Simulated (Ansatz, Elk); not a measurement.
# Bonding as seen by X-rays: FeRu3C, part 2 of 2

Structure refinements treat a crystal as free atoms side by side. For a made-up structure of FeRu3C (cell and positions from a PBEsol relaxation) the runs below show what the calculated density changes in F(hkl).

Elk 11.2.3 (patched build); all-electron DFT.

So far: Starting point; Ground state and structure factors; The magnetisation density.

The structure was built from a prototype and need not be the compound's stable phase.

**4. The highest occupied states alone**

Level of this step: DFT, PBE, all-electron APW+lo, Dirac cores, scalar-relativistic bands, static density, ferromagnetic start (Elk).

An energy window below the Fermi level keeps the highest occupied states, to see at which angles they scatter; shallow core shells can lie inside it and anion s states outside. No new self-consistency is needed.

Input file elk.in:

```
tasks
  195

xctype
  20

spinpol
  .true.

rgkmax
  7.0

gmaxvr
  14.0

lmaxo
  7

lmaxapw
  8

swidth
  0.002

tshift
  .false.

ramdisk
  .false.

hmaxvr
  5.5

maxscl
  120

epspot
  1e-06

reducebf
  0.8

wsfac
  0.078760 0.746260

sppath
  './'

avec
  7.47720948339 -0.00000000000 -0.00000000000
  -0.00000000000 7.47720948339 0.00000000000
  -0.00000000000 0.00000000000 7.47720948339

atoms
  3
  'Ru.in'
  3
  0.5000000000 0.5000000000 -0.0000000000   0.000000 0.000000 0.000000
  0.5000000000 -0.0000000000 0.5000000000   0.000000 0.000000 0.000000
  -0.0000000000 0.5000000000 0.5000000000   0.000000 0.000000 0.000000
  'Fe.in'
  1
  0.0000000000 0.0000000000 0.0000000000   0.000000 0.000000 -0.165000
  'C.in'
  1
  0.5000000000 0.5000000000 0.5000000000   0.000000 0.000000 0.000000

ngridk
  5 5 5
```

Command:

```sh
> OMP_NUM_THREADS=4 elk
```

Numbers of over 12 decimals in the logs are rounded to 6 here.

What it wrote:

```text
┌─────────────────────────────────┐
│ Elk code version 11.2.3 started │
└─────────────────────────────────┘

Info(readinput): the functional depends on the density's gradient
 muffin-tin radial points multiplied by    2.00000
 (not where nrmtscf is given)

┌────────────────────┐
│ Current task : 195 │
└────────────────────┘
Info(checkmt): changed muffin-tin radius of species 1 (Ru) from   2.6000 to   2.1796
Info(checkmt): changed muffin-tin radius of species 3 (C) from   1.8000 to   1.5090

Warning(linengy): could not find 1 linearisation energies in s.c. loop 1

Info(sfacrho): density structure factors written to SFACRHO.OUT

 Energy window :   0.7876000000E-01  0.7462600000

┌──────────────────┐
│ Elk code stopped │
└──────────────────┘
```

Run time: 9 s. Hardware: 4 threads of Arm Neoverse V1, shared host; peak memory 0.24 GiB; 13 s of CPU time.

States within 10 eV below the Fermi level hold 34.00 electrons; any levels below the window count with the cores. Their amplitudes can exceed the total, where window and core parts have opposite phase:

```tsv
hkl	sin θ/λ (Å⁻¹)	abs F, window	abs F, all
100	0.126	0.746	21.278
110	0.179	2.385	11.319
111	0.219	8.790	117.126
200	0.253	8.101	117.241
210	0.283	0.979	16.166
211	0.309	2.135	10.440
220	0.357	3.342	99.330
300	0.379	1.517	14.000
221	0.379	1.192	14.229
310	0.400	1.370	10.153
```

**5. Another functional**

The difference from free atoms is small, so it is set against the change that LDA (Perdew-Wang) makes.

elk.in: that of step 4 with these lines changed.

```diff
@@ -1,6 +1,8 @@
 tasks
+  0
   195
+  196
 
 xctype
-  20
+  3
 
@@ -42,5 +44,2 @@
 
-wsfac
-  0.078760 0.746260
-
 sppath
```

Command:

```sh
> OMP_NUM_THREADS=4 elk
```

What it wrote:

```text
┌─────────────────────────┐
│ Elk code version 11.2.3 │
└─────────────────────────┘

All units are atomic (Hartree, Bohr, etc.)

┌─────────────────────────────────────────────────┐
│ Ground-state run starting from atomic densities │
└─────────────────────────────────────────────────┘

Lattice vectors :
   7.477209483      -0.000000000      -0.000000000
  -0.000000000       7.477209483       0.000000000
  -0.000000000       0.000000000       7.477209483

Reciprocal lattice vectors :
  0.8403115255       0.000000000       0.000000000
[...]
total in muffin-tins        :    154.3590273
 total calculated charge     :    163.9990439
 total charge                :    164.0000000
 error                       :   0.9560942792E-03

Moments :
 interstitial                :   0.3862153972E-01
 muffin-tins
  species : 1 (Ru)
[...]
species : 2 (Fe)
   atom 1                    :    3.195536982
  species : 3 (C)
   atom 1                    :   0.2663598260E-01
 total in muffin-tins        :    3.867524747
 total moment                :    3.906146286

┌──────────────────────────────┐
│ Self-consistent loop stopped │
└──────────────────────────────┘

Wrote STATE.OUT
[key lines of the parts left out:]
total energy                :     -14890.604951883
```

Wall time 86 s (4 threads); peak memory 0.41 GiB.

Against the first run R = 0.05 %; the largest change is +0.053 at 300. The moment goes from 4.13 to 3.91 μB.

**6. Basis size**

The basis and the expansions that go with it are enlarged, to see whether the differences are converged.

elk.in: that of step 5 with these lines changed.

```diff
@@ -6,3 +6,3 @@
 xctype
-  3
+  20
 
@@ -12,12 +12,12 @@
 rgkmax
-  7.0
+  8.5
 
 gmaxvr
-  14.0
+  18.0
 
 lmaxo
-  7
+  9
 
 lmaxapw
-  8
+  10
```

Command:

```sh
> OMP_NUM_THREADS=4 elk
```

What it wrote:

```text
┌─────────────────────────┐
│ Elk code version 11.2.3 │
└─────────────────────────┘

All units are atomic (Hartree, Bohr, etc.)

┌─────────────────────────────────────────────────┐
│ Ground-state run starting from atomic densities │
└─────────────────────────────────────────────────┘

Lattice vectors :
   7.477209483      -0.000000000      -0.000000000
  -0.000000000       7.477209483       0.000000000
  -0.000000000       0.000000000       7.477209483

Reciprocal lattice vectors :
  0.8403115255       0.000000000       0.000000000
[...]
total in muffin-tins        :    154.4124242
 total calculated charge     :    164.0000363
 total charge                :    164.0000000
 error                       :   0.3626357810E-04

Moments :
 interstitial                :   0.9373173104E-02
 muffin-tins
  species : 1 (Ru)
[...]
species : 2 (Fe)
   atom 1                    :    3.337537023
  species : 3 (C)
   atom 1                    :   0.2622864757E-01
 total in muffin-tins        :    4.122713151
 total moment                :    4.132086325

┌──────────────────────────────┐
│ Self-consistent loop stopped │
└──────────────────────────────┘

Wrote STATE.OUT
[key lines of the parts left out:]
total energy                :     -14906.429912144
```

Run time: 5.2 min. Hardware: 4 threads; peak memory 0.76 GiB; 16 min of CPU time.

Against the first run R = 0.02 %; the largest change is +0.023 at 200. The moment goes from 4.13 to 4.13 μB.

**7. Settings against the effect**

```tsv
run	R against the first run (%)	R against neutral atoms, low angle (%)	wall time
PBE, rgkmax 7	0.00	0.83	2.7 min
LDA (Perdew-Wang)	0.05	0.86	86 s
rgkmax 8.5 with larger expansions	0.02	0.83	5.2 min
```

**8. Outcome**

```
R against neutral atoms, sin θ/λ < 0.3 Å⁻¹ : 0.83 %
R against neutral atoms, 0.3 to 0.82 Å⁻¹   : 0.33 %
```

In words: Independent neutral atoms miss the calculated amplitudes by R = 0.83 % below 0.3 Å⁻¹ and 0.33 % from there to 0.82 Å⁻¹; by shells, 0.15 % below 0.15 Å⁻¹ (1 form), 0.87 % 0.15 to 0.3 (4 forms), 0.46 % 0.3 to 0.45 (7 forms), 0.30 % above 0.45 (37 forms). Bonding, aspherical density and the tables' own atoms all enter these figures, and the runs don't part them. The largest change of an amplitude is -1.06 electrons, at 111. The magnetic order is that of the start. No other order was tried here, and an antiferromagnetic one would change or move the magnetic intensity. The window's part falls from 34.0 electrons at the origin to at most 1.15 between 0.45 and 0.82 Å⁻¹, where compact states inside the window still scatter. Below 0.3 Å⁻¹ the changes that finished (LDA (Perdew-Wang) and rgkmax 8.5 with larger expansions) move F by R = 0.03 % at most, against the 0.83 % that separates it from free atoms. The magnetic factors move by R = 4.5 % (LDA (Perdew-Wang)) and 0.2 % (rgkmax 8.5 with larger expansions), so they aren't settled to better than that. The k-mesh has no finished test. Part of the difference isn't bonding: the tables are fits to free atoms and ions calculated by other methods than this functional. Thermal motion, anomalous dispersion and extinction are left out.

[Logs are printed without paths, hosts, clocks, repeated set-up lines and the standing remarks that a program may print on its own settings, such as how far it seeks lower states.]

[Hosts, paths, dates, database ids (printed as entryN), source tags and the programs' standing remarks are cut or masked in the printed files.]
